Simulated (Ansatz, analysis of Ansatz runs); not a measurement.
# Can an added electron hop between Fe atoms in FeClO (Pmmn)?

Question: does an added electron stay on the Fe atom where it is started in FeClO (Pmmn), and if so, how high is the barrier for a hop to another Fe site nearby? Model: a cell of 48 host atoms.

Main program and level: Ansatz 0.2.0; plane-wave PAW DFT, PBEsol+U; relaxation of all atoms of a supercell at fixed charge in a uniform background; PAW set soft_1.

Most raw output is cut from this account.

**1. The starting structure**

The cell holds 48 atoms: 16 Fe, 16 Cl and 16 O. Its edges and angles: a = 10.151 Å, b = 10.151 Å, c = 8.336 Å, α = 90.0°, β = 90.0°, γ = 80.5°. It derives from FeClO (space group Pmmn). Nearest the centre at fractional (0.250, 0.625, 1.000): O22 at 1.32 Å, O24 at 1.32 Å, Fe15 at 1.55 Å, Fe14 at 1.55 Å, O23 at 2.67 Å, O45 at 2.67 Å, Fe13 at 2.79 Å, Fe4 at 2.79 Å.

Hubbard terms: Fe d 4.5 eV. They were chosen, not fitted, to curb self-interaction in the shells named, the trial site's among them. The two sites are Fe14 and Fe15. The cell's shortest repeat is 8.3 Å. The host's moments were started ferromagnetic, high spin; both sites carry the same spin direction.

**2. The cell without the carrier**

The neutral cell is relaxed first, from small random displacements, so that bond lengths and moments with the carrier can be set beside those of a relaxed cell without it.

File neutral.relax/input.yaml:

```yaml
crystal:
  lattice:
    - [6.55625248, 7.74996705, 0.0]
    - [-6.55625248, 7.74996705, 0.0]
    - [0.0, 0.0, 8.33599915]
  atoms:
    - { symbol: Fe, position: [0.125, 0.375, 0.107249], spin: 5.0 }
    - { symbol: Fe, position: [0.375, 0.125, 0.107249], spin: 5.0 }
    - { symbol: Fe, position: [0.125, 0.125, 0.892751], spin: 5.0 }
    - { symbol: Fe, position: [0.375, 0.375, 0.892751], spin: 5.0 }
    - { symbol: Cl, position: [0.0, 0.0, 0.313801] }
    - { symbol: Cl, position: [0.25, 0.25, 0.313801] }
    - { symbol: Cl, position: [0.0, 0.25, 0.686199] }
    - { symbol: Cl, position: [0.25, 0.0, 0.686199] }
[... 36 atom lines left out ...]
    - { symbol: O, position: [0.5, 0.5, 0.954496] }
    - { symbol: O, position: [0.75, 0.75, 0.954496] }
    - { symbol: O, position: [0.5, 0.75, 0.045504] }
    - { symbol: O, position: [0.75, 0.5, 0.045504] }
basis:
  ecutwfc: 420
  xc_grid: 2
hamiltonian:
  xc: pbesol
  hubbard:
    sites: [{ species: Fe, l: d, u_eff: 4.5 }]
    projectors: ortho-atomic
  pseudopotentials: { kind: paw, azcp: { folder: soft_1 }, xc_functional: pbe }
kpoints:
  mp_grid: { grid: [1, 1, 1] }
magnetization:
  spin_polarized: true
  initial_magnetization: 80
  spin_locking: { lock_magnetization: hard }
scf:
  occupations: { method: fermi_dirac, width: 0.01 }
  max_iter: 120
  lower_state_search: "off"
output:
  forces: true
relax:
  f_tol: 0.02
  max_steps: 70
  random_displacement: { amplitude: 0.04, seed: 5720 }
checkpoint:
  write: "../neutral.relax.run"
  compress: false
  write_wavefunctions: true
  write_every: 100000
```

Command:

```sh
ansatz run input.yaml --threads 32 --pin off --max-ram 84787MiB --backend cuda --events-out ev --progress --plain --runs-dir out --max-vram 78GiB
```

Run time: 4.3 s. Hardware: 1 × NVIDIA GB200 with 32 threads of Arm Neoverse V2, shared host; peak memory 1.3 GiB; 12 s of CPU time.

The largest displacement from an ideal site is 0.009 Å.

**3. The electron on the first site**

The nearest neighbour or neighbours of the site start displaced and the site's starting moment is changed by the carrier's spin, since a carrier doesn't trap itself in the undistorted lattice.

File A.relax/input.yaml:

```yaml
crystal:
  lattice:
    - [6.55625248, 7.74996705, 0.0]
    - [-6.55625248, 7.74996705, 0.0]
    - [0.0, 0.0, 8.33599915]
  atoms:
    - { symbol: Fe, position: [0.124937, 0.374422, 0.107716], spin: 5.0 }
    - { symbol: Fe, position: [0.374855, 0.124335, 0.10743], spin: 5.0 }
    - { symbol: Fe, position: [0.125006, 0.124415, 0.892191], spin: 5.0 }
    - { symbol: Fe, position: [0.37504, 0.374437, 0.892438], spin: 5.0 }
    - { symbol: Cl, position: [0.00029, -0.000526, 0.314179] }
    - { symbol: Cl, position: [0.24976, 0.248922, 0.314284] }
    - { symbol: Cl, position: [0.000129, 0.249508, 0.685643] }
    - { symbol: Cl, position: [0.250092, -0.00071, 0.685589] }
[... 36 atom lines left out ...]
    - { symbol: O, position: [0.507182, 0.492194, 0.946109] }
    - { symbol: O, position: [0.749922, 0.749294, 0.954708] }
    - { symbol: O, position: [0.507336, 0.756969, 0.041688] }
    - { symbol: O, position: [0.74989, 0.499336, 0.045325] }
total_charge: -1
basis:
  ecutwfc: 420
  xc_grid: 2
hamiltonian:
  xc: pbesol
  hubbard:
    sites: [{ species: Fe, l: d, u_eff: 4.5 }]
    projectors: ortho-atomic
  pseudopotentials: { kind: paw, azcp: { folder: soft_1 }, xc_functional: pbe }
kpoints:
  mp_grid: { grid: [1, 1, 1] }
magnetization:
  spin_polarized: true
  initial_magnetization: 79
  spin_locking: { lock_magnetization: hard }
scf:
  occupations: { method: fermi_dirac, width: 0.01 }
  max_iter: 120
  lower_state_search: "off"
output:
  forces: true
relax:
  f_tol: 0.015
  max_steps: 70
  escape_saddle: false
checkpoint:
  write: "../A.relax.run"
  compress: false
  write_wavefunctions: true
  write_every: 100000
```

Elapsed: 7.5 s, on 1 × NVIDIA GB200 with 32 threads; peak memory 1.3 GiB; 20 s of CPU time.

Step by step:

| step | energy less that of the first step (eV) | largest force component (eV/Å) |
| --- | --- | --- |
| 1 | 0.0000 | 1.3901 |
| 2 | -0.2026 | 0.4942 |
| 3 | -0.1069 | 0.6609 |
| 4 | -0.2638 | 0.0419 |
| 5 | -0.2652 | 0.0231 |
| 6 | -0.2657 | 0.0075 |

Relaxation step 3 was tried and not accepted.

The atoms that moved most (Å):

| atom | dx | dy | dz | length |
| --- | --- | --- | --- | --- |
| Fe14 | 0.002 | 0.001 | 0.151 | 0.151 |
| O24 | -0.001 | 0.102 | 0.022 | 0.104 |
| O47 | 0.002 | -0.101 | 0.022 | 0.103 |
| Cl5 | -0.037 | -0.003 | -0.012 | 0.039 |
| Fe15 | 0.011 | 0.034 | 0.016 | 0.039 |
| Fe16 | 0.011 | -0.033 | 0.016 | 0.039 |
| Cl31 | 0.002 | -0.038 | -0.002 | 0.038 |
| Fe4 | -0.010 | 0.033 | 0.015 | 0.038 |

The moves above count from the input, in which the site's nearest neighbours were already displaced; the distances below compare with the cell without the carrier.

Distances from Fe14 without and with the electron:

| atom | without (Å) | with (Å) |
| --- | --- | --- |
| O47 | 2.01 | 2.07 |
| O24 | 2.01 | 2.07 |
| O22 | 2.07 | 2.28 |
| O45 | 2.08 | 2.28 |
| Cl18 | 2.38 | 2.40 |
| Cl41 | 2.38 | 2.40 |

The largest changes of the moments are -0.46 μB on Fe14, -0.05 μB on Cl18 and -0.05 μB on Cl41. The largest part sits on the chosen site.

**4. The electron on the second site**

The same start is made on the second site, to get the end of the hop.

File B.relax/input.yaml:

```yaml
crystal:
  lattice:
    - [6.55625248, 7.74996705, 0.0]
    - [-6.55625248, 7.74996705, 0.0]
    - [0.0, 0.0, 8.33599915]
  atoms:
    - { symbol: Fe, position: [0.124937, 0.374422, 0.107716], spin: 5.0 }
    - { symbol: Fe, position: [0.374855, 0.124335, 0.10743], spin: 5.0 }
[... 11 atom lines left out ...]
    - { symbol: Fe, position: [0.374864, 0.624451, 0.107745], spin: 5.0 }
    - { symbol: Fe, position: [0.124986, 0.624407, 0.892416], spin: 4.0 }
[... 6 atom lines left out ...]
    - { symbol: O, position: [0.257538, 0.756739, 0.958653] }
    - { symbol: O, position: [-0.00732, 0.756643, 0.05399] }
    - { symbol: O, position: [0.257238, 0.491999, 0.054198] }
[... 20 atom lines left out ...]
    - { symbol: O, position: [0.499937, 0.499439, 0.954986] }
[... 2 atom lines left out ...]
    - { symbol: O, position: [0.74989, 0.499336, 0.045325] }
total_charge: -1
basis:
  ecutwfc: 420
  xc_grid: 2
hamiltonian:
  xc: pbesol
  hubbard:
    sites: [{ species: Fe, l: d, u_eff: 4.5 }]
    projectors: ortho-atomic
  pseudopotentials: { kind: paw, azcp: { folder: soft_1 }, xc_functional: pbe }
kpoints:
  mp_grid: { grid: [1, 1, 1] }
magnetization:
  spin_polarized: true
  initial_magnetization: 79
  spin_locking: { lock_magnetization: hard }
scf:
  occupations: { method: fermi_dirac, width: 0.01 }
  max_iter: 120
  lower_state_search: "off"
output:
  forces: true
relax:
  f_tol: 0.015
  max_steps: 70
  escape_saddle: false
checkpoint:
  write: "../B.relax.run"
  compress: false
  write_wavefunctions: true
  write_every: 100000
```

Elapsed: 6.6 s, on 1 × NVIDIA GB200 with 32 threads; peak memory 1.3 GiB.

Distances from Fe15 without and with the electron:

| atom | without (Å) | with (Å) |
| --- | --- | --- |
| O22 | 2.01 | 2.07 |
| O21 | 2.01 | 2.07 |
| O23 | 2.08 | 2.28 |
| O24 | 2.08 | 2.28 |
| Cl19 | 2.38 | 2.40 |
| Cl20 | 2.38 | 2.40 |

The largest changes of the moments are -0.46 μB on Fe15, -0.05 μB on Cl20 and -0.05 μB on Cl19. The largest part sits on the chosen site.

**5. Points on the line between the two structures**

All atoms move on the straight line between the two relaxed structures, 2.79 amu^1/2 Å long in mass-weighted terms. Each point starts from the state of the point before, once from either end, so that both localised states can be followed; the midpoint is also started with the carrier shared.

File A.x0500/input.yaml:

```yaml
crystal:
  lattice:
    - [6.55625248, 7.74996705, 0.0]
    - [-6.55625248, 7.74996705, 0.0]
    - [0.0, 0.0, 8.33599915]
  atoms:
    - { symbol: Fe, position: [0.126114, 0.376277, 0.104901], spin: 5.0 }
    - { symbol: Fe, position: [0.37474, 0.124666, 0.106446], spin: 5.0 }
[... 11 atom lines left out ...]
    - { symbol: Fe, position: [0.373506, 0.623671, 0.115666], spin: 4.0 }
    - { symbol: Fe, position: [0.126521, 0.625056, 0.884111], spin: 5.0 }
[... 6 atom lines left out ...]
    - { symbol: O, position: [0.246906, 0.753461, 0.951856] }
    - { symbol: O, position: [-0.004223, 0.753029, 0.048934] }
    - { symbol: O, position: [0.253122, 0.495274, 0.047913] }
[... 20 atom lines left out ...]
    - { symbol: O, position: [0.504269, 0.495681, 0.950832] }
[... 2 atom lines left out ...]
    - { symbol: O, position: [0.750584, 0.499582, 0.046667] }
total_charge: -1
basis:
  ecutwfc: 420
  xc_grid: 2
hamiltonian:
  xc: pbesol
  hubbard:
    sites: [{ species: Fe, l: d, u_eff: 4.5 }]
    projectors: ortho-atomic
  pseudopotentials: { kind: paw, azcp: { folder: soft_1 }, xc_functional: pbe }
kpoints:
  mp_grid: { grid: [1, 1, 1] }
magnetization:
  spin_polarized: true
  initial_magnetization: 79
  spin_locking: { lock_magnetization: hard }
scf:
  occupations: { method: fermi_dirac, width: 0.01 }
  max_iter: 120
  lower_state_search: "off"
output:
  forces: true
  eigenvalues: true
  eigenstates: { localisation: true }
  write_density: true
  write_potential: true
  volumetric_format: npy
checkpoint:
  read: "../A.x0375.run"
  write: "../A.x0500.run"
  compress: false
  write_wavefunctions: true
  write_every: 100000
```

It took 3.4 s on 1 × NVIDIA GB200 with 32 threads; peak memory 1 GiB; 7.5 s of CPU time.

From eigenstates.tsv, first k-point; energies on the run's zero. The participation number counts the atoms that a state is spread over, of 48; bands count from 0.

| spin | band | energy (eV) | occupation | participation | largest share on | share |
| --- | --- | --- | --- | --- | --- | --- |
| down | 187 | 3.669 | 1.00 | 8.4 | Cl18 | 0.24 |
| down | 188 | 3.703 | 1.00 | 14.7 | Cl44 | 0.15 |
| down | 189 | 3.738 | 1.00 | 14.2 | Cl41 | 0.15 |
| down | 190 | 3.922 | 1.00 | 6.4 | Cl41 | 0.29 |
| down | 191 | 4.101 | 1.00 | 30.2 | Cl41 | 0.06 |
| down | 192 | 5.237 | 1.00 | 1.8 | Fe14 | 0.75 |
| down | 193 | 6.120 | 0.00 | 5.5 | Fe15 | 0.37 |
| down | 194 | 6.174 | 0.00 | 5.3 | Fe15 | 0.41 |
| down | 195 | 6.238 | 0.00 | 8.4 | Fe15 | 0.28 |
| down | 196 | 6.258 | 0.00 | 13.2 | Fe38 | 0.13 |
| down | 197 | 6.264 | 0.00 | 7.0 | Fe15 | 0.33 |
| up | 266 | 4.576 | 1.00 | 28.1 | Cl41 | 0.06 |
| up | 267 | 4.621 | 1.00 | 25.0 | O47 | 0.09 |
| up | 268 | 4.681 | 1.00 | 23.6 | O36 | 0.09 |
| up | 269 | 4.798 | 1.00 | 20.4 | O45 | 0.11 |
| up | 270 | 5.066 | 1.00 | 10.5 | Fe14 | 0.19 |
| up | 271 | 5.141 | 1.00 | 6.5 | Fe14 | 0.24 |
| up | 272 | 9.359 | 0.00 | 45.8 | Cl19 | 0.03 |
| up | 273 | 11.320 | 0.00 | 15.3 | Fe15 | 0.19 |
| up | 274 | 11.530 | 0.00 | 32.4 | Fe40 | 0.06 |
| up | 275 | 11.547 | 0.00 | 33.1 | Fe16 | 0.06 |
| up | 276 | 11.578 | 0.00 | 30.8 | Fe28 | 0.07 |

Under PBEsol+U (4.5 eV) at the zone centre alone, the highest filled state is spin down, spread over 2 of 48 atoms, and the lowest empty one, 0.88 eV above it, is spin down, spread over 5 of 48 atoms.

Free energies from the first end:

| started from | fraction | energy (eV) | moment change on Fe14 (μB) | on Fe15 (μB) |
| --- | --- | --- | --- | --- |
| first site | 0 | 0.000 | -0.46 | -0.04 |
| first site | 0.125 | 0.013 | -0.47 | -0.03 |
| first site | 0.25 | 0.052 | -0.48 | -0.03 |
| first site | 0.375 | 0.117 | -0.49 | -0.02 |
| first site | 0.5 | 0.207 | -0.50 | -0.01 |
| first site | 0.625 | 0.321 | -0.50 | -0.01 |
| second site | 0.875 | 0.013 | -0.03 | -0.47 |
| second site | 0.75 | 0.052 | -0.03 | -0.48 |
| second site | 0.625 | 0.117 | -0.02 | -0.49 |
| second site | 0.5 | 0.207 | -0.01 | -0.49 |
| second site | 0.375 | 0.321 | -0.01 | -0.50 |
| shared | 0.5 | 0.207 | -0.01 | -0.49 |
| second site | 1 | 0.000 | -0.04 | -0.46 |

**6. What came out**

* barrier forward: 0.21 eV
* barrier backward: 0.21 eV
* distance of the two sites without the carrier: 3.11 Å
* carrier at the midpoint: on one site

In words: On this line the electron must cross 0.21 eV to hop 3.11 Å; both ends have the same energy within 0.005 eV. At the midpoint the lowest state found keeps the carrier on one site, so the two localised curves cross in a cusp. This suggests weak coupling and a hop slower than the barrier alone implies, though U itself penalises the shared state. The start with the carrier shared fell onto one site. With an assumed attempt frequency of 1e13 per second the rate at 300 K would be 3e+09 per second for this barrier, if every crossing succeeded. A straight line need not be the lowest path, so the true barrier at this U can be lower, or higher if the ends can still break their symmetry. No run compares the localised electron with one spread in the band, so its binding is unknown and the barrier may exceed it. The magnetic order was assumed and need not be the ground state. The total moment is locked, so a carrier of the other spin direction was not tried. The program's search for lower electronic states was switched off in all runs, so that each state is followed; none is shown to be the lowest at its structure. No image-charge correction is applied; it nearly cancels along the line while the charge stays localised. What this leaves open: sampling at the zone centre alone can move energies of charged and open-shell states by tenths of an eV or more in cells of this size; the images are only 8.3 Å apart; gap and trapping depend on the U chosen (Fe d 4.5 eV).

[Logs are printed without paths, hosts, clocks, repeated set-up lines and the standing remarks that a program may print on its own settings, such as how far it seeks lower states.]

[Hosts, paths, dates, database ids (printed as entryN), source tags and the programs' standing remarks are cut or masked in the printed files.]
